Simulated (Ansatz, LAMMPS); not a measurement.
# Relaxing amorphous 33HfO2-67Al2O3 (mol %) (104 atoms), part 4 of 4

How does amorphous 33HfO2-67Al2O3 (mol %) (104 atoms) relax, and what do bonds, charges and levels look like afterwards?

Ansatz 0.2.0; Kohn-Sham DFT, PBE, PAW (set soft_2), plane waves.

The cell: 8 Hf, 32 Al and 64 O. The quench rate of 50 K/ps is many orders above laboratory rates. The network of bonds at the start is that of the classical potential that made the cell. Only the Γ point is sampled in the main run, in a cell whose shortest periodic width is 11 Å. No spin–orbit coupling is included.

So far. Step 4 (Cell and atoms relaxed): The relaxation changed the energy by -29.4 meV/atom, and atoms moved by 0.14 Å r.m.s., 0.45 Å at most. Step 7 (K-mesh 2×2×2): Forces differ from those of the single point at the relaxed geometry by 5.5 meV/Å r.m.s.; the energy by -1.3 meV/atom and the gap by -0.027 eV. It took 4.3 min and 9 cycles; the reference's time can't be set against it, since the two runs asked for unlike analyses.

### 8. Functional HSE06

HSE06 mixes in a quarter of exact exchange at short range, which counters self-interaction, at a higher cost.

This step: Kohn-Sham DFT, HSE06, PAW (set soft_2), plane waves (Ansatz 0.2.0).

File input.yaml:

```yaml
crystal:
  lattice:
    - [10.96581, 0.00733, 0.00912]
    - [0.00733, 10.46872, 0.05056]
    - [0.00912, 0.05056, 10.54313]
  atoms:
    [... the 104 atom lines of step 6 ...]
kpoints:
  mp_grid: { grid: [1, 1, 1] }
hamiltonian:
  xc: hse06
scf:
  occupations: { method: fermi_dirac, width: 0.025 }
output:
  forces: true
  stress: true
  populations: true
  dos:
    method: { smearing: { sigma: 0.08 } }
    de: 0.05
    projected: { site_lists: { Al: [Al], Hf: [Hf], O: [O] } }
  eigenvalues: true
```

Started as:

```sh
> ansatz run input.yaml --threads 4 --pin off --max-ram 8192MiB --backend cpu --events-out ev --progress --plain --runs-dir out
```

Numbers of over 12 decimals in the logs are rounded to 6 here.

What it wrote:

```text
Warning: output.stress: scf.convergence.dr2_threshold = 1e-7 eV (the SCF's general default) is looser than the 1.6e-9 eV advised for a printed stress (1e-10 eV for each atom of the cell: 104, of which 16 are counted). What an SCF threshold leaves in a stress goes as its square root, and in the free energy as the threshold itself, and one threshold admits the most on a small cell: [...]
Warning: output.stress: scf.exx.energy_threshold = 1e-6 eV is looser than the 1.6e-7 eV advised for a stress under a hybrid functional (1e-8 eV for each atom of the cell: 104, of which 16 are counted). Every SCF of the exchange loop can meet its threshold on dr2 while the loop round them stops early: [...]
exact exchange: scf.exx.singularity resolves to wigner_seitz, which cuts the screened interaction at the faces of the exchange supercell's Wigner-Seitz cell, so that each pair interacts once, at the shortest of its separations (the periodic images that this leaves out come, [...]
[...]
Crystal: 104 atoms, lattice volume = 1210.301 Å³
Basis set: ecut = 420 eV, 23719 PW (Γ), exchange–correlation on 150×144×144 points (8 copies of the dense FFT grid, shifted against one another)
Bands: 448, of which v1, the nominal top of the filled ones, is band 344 counted from 1 (343 counted from 0)
Symmetry: 1 space group operations
[...]
k-points: 1
[...]
SCF iter   1: F=—  HF=-179434.910974 eV  |F-HF|=—  |Δ(HF+E_count)|=         —  Δρ=2.96e-3  dr2=1.36e-1  ethr=1.77e-3  ⟨swp⟩=12.0  Hψ=2242  notcnv=0
[...]
SCF iter   4: F=—  HF=-179434.948678 eV  |F-HF|=—  |Δ(HF+E_count)|=   3.75e-3  Δρ=4.65e-4  dr2=2.05e-3  ethr=7.09e-7  ⟨swp⟩=5.0  Hψ=1000  notcnv=0  defer=2
SCF iter   5: F=-179434.948960 eV  HF=-179434.948922 eV  |F-HF|=3.88e-5  |Δ(HF+E_count)|=   2.44e-4  Δρ=1.30e-4  dr2=1.26e-4  ethr=2.98e-7  ⟨swp⟩=5.0  Hψ=928  notcnv=0  defer=2
SCF 1 stopped early in 5 iterations: F = -179434.948960 eV  dr2 = 1.26e-4
[...]
Exchange kernel: α = 0.2500, screened, ω = 0.2079 Å⁻¹, Wigner–Seitz truncation, v(0) = 934.7250 eV·Å³, q-mesh 1×1×1, nearest image of the exchange supercell L = 10.47 Å, pair-density grid 54×54×54, without the augmentation charges, whose exchange is taken in its separable form (sized by the pseudopotential files, [...]
Frozen-core exchange: fock
SCF iter   1: F=—  HF=-179444.668133 eV  |F-HF|=—  |Δ(HF+E_count)|=         —  Δρ=8.07e-3  dr2=8.62e-1  ethr=1.84e-7  ⟨swp⟩=20.0  Hψ=2750  notcnv=1
[...]
SCF iter   7: F=—  HF=-179444.310881 eV  |F-HF|=—  |Δ(HF+E_count)|=   2.39e-3  Δρ=1.61e-4  dr2=2.32e-4  ethr=1.44e-8  ⟨swp⟩=7.0  Hψ=1581  notcnv=0
SCF iter   8: F=-179444.310813 eV  HF=-179444.310825 eV  |F-HF|=1.20e-5  |Δ(HF+E_count)|=   5.63e-5  Δρ=3.22e-5  dr2=1.51e-5  ethr=1.44e-8  ⟨swp⟩=4.0  Hψ=1073  notcnv=0
SCF 2 stopped early in 8 iterations: F = -179444.310813 eV  dr2 = 1.51e-5
  Residual-converged pass: ⟨swp⟩=4.0  Hψ=1161  notcnv=0  max |occ|·‖R‖ = 6.3e-6 eV (tolerance 6.7e-6 eV)  dr2=1.52e-5  dr2_onsite=1.70e-6  max |Δocc| = 0.0e0
[...]
hybrid outer 1: dexx = +2.862e-1 eV, tail = 4.30e-3 eV
[...]
Frozen-core exchange: fock
SCF iter   1: F=—  HF=-179444.301555 eV  |F-HF|=—  |Δ(HF+E_count)|=         —  Δρ=6.56e-5  dr2=3.88e-5  ethr=3.13e-6  ⟨swp⟩=12.0  Hψ=961  notcnv=0
[...]
SCF iter   5: F=—  HF=-179444.301581 eV  |F-HF|=—  |Δ(HF+E_count)|=   1.16e-7  Δρ=3.03e-6  dr2=1.13e-7  ethr=5.73e-11  ⟨swp⟩=5.0  Hψ=1101  notcnv=0  defer=2
SCF iter   6: F=-179444.301581 eV  HF=-179444.301581 eV  |F-HF|=2.62e-10  |Δ(HF+E_count)|=   3.08e-8  Δρ=6.23e-7  dr2=3.50e-9  ethr=1.56e-11  ⟨swp⟩=5.0  Hψ=960  notcnv=0
SCF 3 converged in 6 iterations: F = -179444.301581 eV  dr2 = 3.50e-9
[...]
hybrid outer 2: dexx = +1.788e-5 eV, tail = 5.76e-7 eV, Δε = 7.31e-3 eV (about 2.05e-4 eV left of the loop's levels), ΔF = 8.33e-3 eV/Å (tail 1.12e-3)
[...]
Frozen-core exchange: fock
SCF iter   1: F=—  HF=-179444.301579 eV  |F-HF|=—  |Δ(HF+E_count)|=         —  Δρ=2.07e-6  dr2=3.43e-8  ethr=4.18e-10  ⟨swp⟩=20.0  Hψ=1363  notcnv=2
[...]
SCF iter   2: F=-179444.301579 eV  HF=-179444.301579 eV  |F-HF|=1.19e-9  |Δ(HF+E_count)|=   6.69e-9  Δρ=6.91e-7  dr2=2.53e-9  ethr=5.80e-12 (applied; sched 4.49e-12)  ⟨swp⟩=5.0  Hψ=917  notcnv=0  defer=1
SCF 4 converged in 2 iterations: F = -179444.301579 eV  dr2 = 2.53e-9
[...]
hybrid SCF converged: 3 outer / 16 inner (+5 warm-up), last move |dexx| = 7.07e-9 eV, tail = 6.68e-9 eV
Stability not checked: this state was not tested for a lower state beside it, because the functional holds exact exchange (a hybrid, or Hartree-Fock), whose exchange loop this test does not read (fock_operator; see scf.lower_state_search)
Free energy (F): -179444.301579 eV
Frozen-core exchange: fock
[...]
Internal energy: -179444.301579 eV  (E = F + TS)
E sigma→0 (E₀):  -179444.301579 eV
Fermi energy:    8.175567 eV
[...]
Σ components = -179444.301579   (vs F -179444.301579, Δ=2.91e-11)
--- Forces (eV/Å), atoms counted from 1 ---
  atom   1  Hf    -0.06284367     0.10372214     0.06510082
  atom   2  Hf    -0.02793719     0.04831974     0.00310748
  atom   3  Hf    -0.10924203    -0.02651911     0.04763142
  atom   4  Hf     0.02832671    -0.09532916    -0.04388206
[...]
atom 104  O     -0.01317497    -0.02353535     0.26984728
  max |Σ_I F_I| component: 1.25e-4 eV/Å
--- Stress (GPa, compression-positive) ---
       -5.355735      -0.024674       0.085827
       -0.024681      -5.423821      -0.029755
        0.085816      -0.029748      -5.406622
  P = ⅓ Tr σ = -5.3954 GPa (-53.954 kbar)
--- Band table (eV) ---
[...]
--- Löwdin populations: 104 sites ---
  site symbol       q [e]
     0     Hf     24.2783
     1     Hf     24.2834
     2     Hf     24.3412
[...]
103      O      6.7594
  spilling = 0.006287 (of n_electrons = 688.000000)
```

The job ended after 7.7 min (4 threads of Arm Neoverse V1, shared host; peak memory 4.4 GiB; 30 min of CPU time).

The program notes that the exchange threshold is loose for the stress and the SCF threshold is loose for the stress.

Geometry and reference: those of the single point at the relaxed geometry.

Forces differ from those of the single point at the relaxed geometry by 111 meV/Å r.m.s.; the pressure by -5.4 GPa and the gap by +1.7 eV. It took 7.7 min and 21 cycles; the reference's time can't be set against it, since the two runs asked for unlike analyses.

Numbers from this run:

```yaml
free_energy: -179444.3016 eV
free_energy_per_atom: -1725.4260 eV/atom
scf_cycles: 21
pressure: -5.395 GPa
r_m_s_force_component: 0.111 eV/Å
longest_force: 0.4918 eV/Å
fermi_energy: 8.176 eV
spacing_of_highest_filled_and_lowest_empty_level: 5.381 eV
spilling_of_the_projection: 0.006287
```

Length of the force by element and coordination:

```csv
element,coordination,atoms,mean length of the force (eV/Å),spread,least,most
Al,all,32,0.132,0.0512,0.0256,0.258
Al,4,22,0.129,0.0522,0.0256,0.219
Al,5,10,0.138,0.0483,0.0875,0.258
Hf,all,8,0.131,0.0472,0.0559,0.231
Hf,6,5,0.145,0.0446,0.102,0.231
Hf,7,2,0.107,0.0516,0.0559,0.159
Hf,8,1,0.109,0,0.109,0.109
O,all,64,0.196,0.0963,0.0337,0.492
O,2,5,0.340,0.126,0.126,0.492
O,3,56,0.183,0.0837,0.0337,0.369
O,4,3,0.203,0.0525,0.161,0.277
```

Löwdin charges by element and coordination (they lack the spilled electrons, 0.042 e an atom on average):

```csv
element,coordination,atoms,mean charge (e),spread,least,most
Al,all,32,1.38,0.025,1.33,1.43
Al,4,22,1.39,0.0222,1.33,1.43
Al,5,10,1.36,0.0191,1.33,1.39
Hf,all,8,1.70,0.0362,1.64,1.75
Hf,6,5,1.69,0.0431,1.64,1.75
Hf,7,2,1.72,0.0012,1.72,1.72
Hf,8,1,1.70,0,1.70,1.70
O,all,64,-0.834,0.0435,-0.912,-0.722
O,2,5,-0.874,0.0562,-0.912,-0.763
O,3,56,-0.831,0.0411,-0.894,-0.722
O,4,3,-0.811,0.0076,-0.817,-0.8
```

Density of states as counts of states in windows of 1 eV (from the Fermi level), total and the larger projections:

```csv
from (eV),to (eV),total,O p,Hf d,Al p
-10,-9,12.6,9.4,0.3,0.5
-9,-8,34.7,26.2,1.2,2.3
-8,-7,50.8,39.2,2.6,5.3
-7,-6,61.6,50.3,3.1,5.1
-6,-5,74.4,64.9,2.8,4.0
-5,-4,76.4,70.6,1.8,1.9
-4,-3,64.1,61.0,0.8,1.0
-3,-2,9.4,9.0,0.1,0.2
-2,2,0.0,0.0,0.0,0.0
2,3,2.0,0.0,0.1,0.1
3,4,8.2,0.8,6.0,0.4
4,5,34.6,4.0,21.1,3.9
```

Between -26 and -10 eV lie 240 more states.

The stored curve holds about 624 of the 688 electrons; the rest, give or take the few that broadening carries across the Fermi level, lie in deeper levels below its range.

The levels nearest the highest filled one (over half full), pooled over k-points and spins:

```csv
level less the highest filled one (eV),occupation
-0.368,2
-0.348,2
-0.260,2
-0.171,2
-0.0627,2
0,2
5.38,0
6.14,0
6.36,0
6.39,0
6.59,0
6.74,0
```

### 9. Functional r2SCAN (500 eV)

The meta-GGA r2SCAN uses the kinetic energy density as well as the density and its gradient. Besides, the cutoff goes from 420 to 500 eV.

This step: Kohn-Sham DFT, r2SCAN, PAW (set soft_2), plane waves (Ansatz 0.2.0).

Edit input.yaml of step 8 so:

```diff
@@ -10,3 +10,3 @@
 hamiltonian:
-  xc: hse06
+  xc: r2scan
 scf:
```

What it wrote:

```text
[...]
Crystal: 104 atoms, lattice volume = 1210.301 Å³
Basis set: ecut = 500 eV, 30729 PW (Γ), exchange–correlation on 320×320×320 points (64 copies of the dense FFT grid, shifted against one another)
Bands: 448, of which v1, the nominal top of the filled ones, is band 344 counted from 1 (343 counted from 0)
Symmetry: 1 space group operations
[...]
k-points: 1
[...]
SCF iter   1: F=—  HF=-179713.693270 eV  |F-HF|=—  |Δ(HF+E_count)|=         —  Δρ=8.80e-3  dr2=9.64e-1  dr2_τ=6.33e0  ethr=1.77e-3  ⟨swp⟩=6.0  Hψ=1874  notcnv=0  defer=10
[...]
SCF iter   9: F=—  HF=-179716.718834 eV  |F-HF|=—  |Δ(HF+E_count)|=   2.57e-7  Δρ=3.98e-6  dr2=1.76e-7  dr2_τ=2.02e-8  ethr=4.14e-10  ⟨swp⟩=2.0  Hψ=686  notcnv=0  defer=100
SCF iter  10: F=-179716.718834 eV  HF=-179716.718834 eV  |F-HF|=4.07e-8  |Δ(HF+E_count)|=   1.93e-8  Δρ=2.26e-6  dr2=5.12e-8  dr2_τ=7.24e-9  ethr=1.45e-11  ⟨swp⟩=12.0  Hψ=2340  notcnv=0
SCF 1 converged in 10 iterations: F = -179716.718834 eV  dr2 = 5.12e-8
[...]
SCF converged after 10 iterations
Free energy (F): -179716.718834 eV
[...]
Internal energy: -179716.718834 eV  (E = F + TS)
E sigma→0 (E₀):  -179716.718834 eV
Fermi energy:    8.471916 eV
[...]
Σ components = -179716.718834   (vs F -179716.718834, Δ=0.00e0)
--- Forces (eV/Å), atoms counted from 1 ---
  atom   1  Hf    -0.05497171     0.07848124     0.01315272
  atom   2  Hf     0.00914520     0.04617654     0.03515656
  atom   3  Hf    -0.06965546     0.00250921     0.01631218
  atom   4  Hf     0.02528023    -0.04289947    -0.04130813
[...]
atom 104  O     -0.03927008    -0.02257033     0.19392406
  max |Σ_I F_I| component: 6.60e-5 eV/Å
--- Stress (GPa, compression-positive) ---
       -5.210208      -0.028211       0.075583
       -0.028234      -5.262533       0.004183
        0.075539       0.004153      -5.226738
  P = ⅓ Tr σ = -5.2332 GPa (-52.332 kbar)
--- Band table (eV) ---
[...]
--- Löwdin populations: 104 sites ---
  site symbol       q [e]
     0     Hf     24.3391
     1     Hf     24.3422
     2     Hf     24.3984
[...]
103      O      6.7467
  spilling = 0.006134 (of n_electrons = 688.000000)
```

The job ended after 57 s (4 threads; peak memory 3.5 GiB).

Geometry and reference: those of the single point at the relaxed geometry.

Forces differ from those of the single point at the relaxed geometry by 82 meV/Å r.m.s.; the pressure by -5.2 GPa and the gap by +0.62 eV. It took 57 s and 10 cycles; the reference's time can't be set against it, since the two runs asked for unlike analyses.

### 10. Functional PBEsol

PBEsol restores the gradient expansion of exchange for slowly varying densities and usually gives shorter bonds in solids than PBE.

This step: Kohn-Sham DFT, PBEsol, PAW (set soft_2), plane waves (Ansatz 0.2.0).

Edit input.yaml of step 9 so:

```diff
@@ -10,3 +10,3 @@
 hamiltonian:
-  xc: r2scan
+  xc: pbesol
 scf:
```

What it wrote:

```text
[...]
Crystal: 104 atoms, lattice volume = 1210.301 Å³
Basis set: ecut = 420 eV, 23719 PW (Γ), exchange–correlation on 150×144×144 points (8 copies of the dense FFT grid, shifted against one another)
Bands: 448, of which v1, the nominal top of the filled ones, is band 344 counted from 1 (343 counted from 0)
Symmetry: 1 space group operations
[...]
k-points: 1
[...]
SCF iter   1: F=—  HF=-177612.564066 eV  |F-HF|=—  |Δ(HF+E_count)|=         —  Δρ=1.41e-2  dr2=2.09e0  ethr=1.77e-3  ⟨swp⟩=6.0  Hψ=1871  notcnv=0  defer=13
[...]
SCF iter   9: F=—  HF=-177612.012142 eV  |F-HF|=—  |Δ(HF+E_count)|=   2.40e-7  Δρ=4.52e-6  dr2=2.61e-7  ethr=2.30e-10  ⟨swp⟩=2.0  Hψ=692  notcnv=0  defer=100
SCF iter  10: F=-177612.012143 eV  HF=-177612.012143 eV  |F-HF|=2.81e-8  |Δ(HF+E_count)|=   1.05e-7  Δρ=1.71e-6  dr2=5.24e-8  ethr=1.45e-11  ⟨swp⟩=12.0  Hψ=2294  notcnv=0
SCF 1 converged in 10 iterations: F = -177612.012143 eV  dr2 = 5.24e-8
[...]
SCF converged after 10 iterations
Free energy (F): -177612.012143 eV
[...]
Internal energy: -177612.012143 eV  (E = F + TS)
E sigma→0 (E₀):  -177612.012143 eV
Fermi energy:    8.361230 eV
[...]
Σ components = -177612.012143   (vs F -177612.012143, Δ=0.00e0)
--- Forces (eV/Å), atoms counted from 1 ---
  atom   1  Hf    -0.02765927     0.05079397     0.03388301
  atom   2  Hf     0.02344398     0.09223216     0.01297962
  atom   3  Hf    -0.05810980     0.03307245    -0.02566560
  atom   4  Hf    -0.00656601    -0.12144854    -0.02824748
[...]
atom 104  O      0.10697764    -0.17720513     0.12301771
  max |Σ_I F_I| component: 7.47e-5 eV/Å
--- Stress (GPa, compression-positive) ---
       -4.201377       0.052320      -0.037553
        0.052313      -4.279929       0.009958
       -0.037562       0.009965      -4.273291
  P = ⅓ Tr σ = -4.2515 GPa (-42.515 kbar)
--- Band table (eV) ---
[...]
--- Löwdin populations: 104 sites ---
  site symbol       q [e]
     0     Hf     24.4652
     1     Hf     24.4708
     2     Hf     24.5250
[...]
103      O      6.6873
  spilling = 0.006061 (of n_electrons = 688.000000)
```

Elapsed: 27 s, on 4 threads; peak memory 1.8 GiB.

Geometry and reference: those of the single point at the relaxed geometry.

Forces differ from those of the single point at the relaxed geometry by 61 meV/Å r.m.s.; the pressure by -4.3 GPa and the gap by -0.11 eV.

### 11. The ladder side by side

Differences are against the single point at the relaxed geometry (Kohn-Sham DFT, PBE, PAW (set soft_2), plane waves), whose r.m.s. force component is 0.00371 eV/Å. Energies are set beside the reference only for runs with its functional, potentials and electron count. Times are for 4 threads of Arm Neoverse V1, shared host. The reference's time includes grids, which some other runs skip.

```csv
run,"Δ force, r.m.s. (meV/Å)",Δ energy (meV/atom),Δ pressure (GPa),Δ gap (eV),cycles,time,host memory (GiB)
reference,-,-,-,-,9,28 s,1.8
k-mesh 2×2×2,5.52,-1.28,0.0175,-0.0266,9,4.3 min,6.1
functional HSE06,111,-,-5.40,1.67,21,7.7 min,4.4
functional r2SCAN (500 eV),82.2,-,-5.24,0.619,10,57 s,3.5
functional PBEsol,60.6,-,-4.26,-0.114,10,27 s,1.8
```

### 12. What came out

```json
{"energy change in the relaxation": "-29.37 meV/atom", "r.m.s. displacement": "0.144 Å", "largest displacement": "0.445 Å", "free energy per atom": "-1725.3359 eV/atom", "pressure": "0.00626 GPa", "r.m.s. force component": "0.00371 eV/Å", "gap (highest filled to lowest empty level)": "3.715 eV", "wall time of the 7 DFT runs": "17 min"}
```

In words: Relaxation lowers the energy by 29.4 meV/atom and moves atoms by 0.14 Å r.m.s.; the r.m.s. force component goes from 0.53 to 0.0037 eV/Å. Displacements are taken in the final cell, so they leave out its strain. By the final cutoffs 1 of 188 bonded pairs parted and 3 joined. The cell shrank by 0.6 % in volume. First to last step the energy falls by 3.055 eV, across changes of basis; the largest move, 0.44 Å, is that of O68. The O-Hf bonds change most in mean length: from 2.173 Å (spread 0.119) to 2.155 Å (spread 0.107). Counting bonds as in the table, 69 % of Al atoms have 4, 62 % of Hf atoms have 6 and 88 % of O atoms have 3 bonded neighbours. Counting bonds to Al alone, not to Hf, 42 % of the oxygens join two of these atoms and 19 % one; 38 % join three; 2 % join none. Between filled and empty levels lie 3.71 eV (at Γ alone); a semilocal functional tends to put such gaps too low. In a disordered cell it changes from sample to sample, and tail or defect levels can set it.

Among the changes of functional, dispersion, potentials or spin set against this reference, functional HSE06 moves the forces most, by 111 meV/Å r.m.s. The gap changes by +1.67 eV with HSE06.

What to keep in mind: The network of bonds at the start is that of the classical potential that made the cell; in DFT 1 of its 188 bonded pairs passed out of the cutoffs and 3 came within them.

[Logs are printed without paths, hosts, clocks, repeated set-up lines and the standing remarks that a program may print on its own settings, such as how far it seeks lower states.]

[Hosts, paths, dates, database ids (printed as entryN), source tags and the programs' standing remarks are cut or masked in the printed files.]
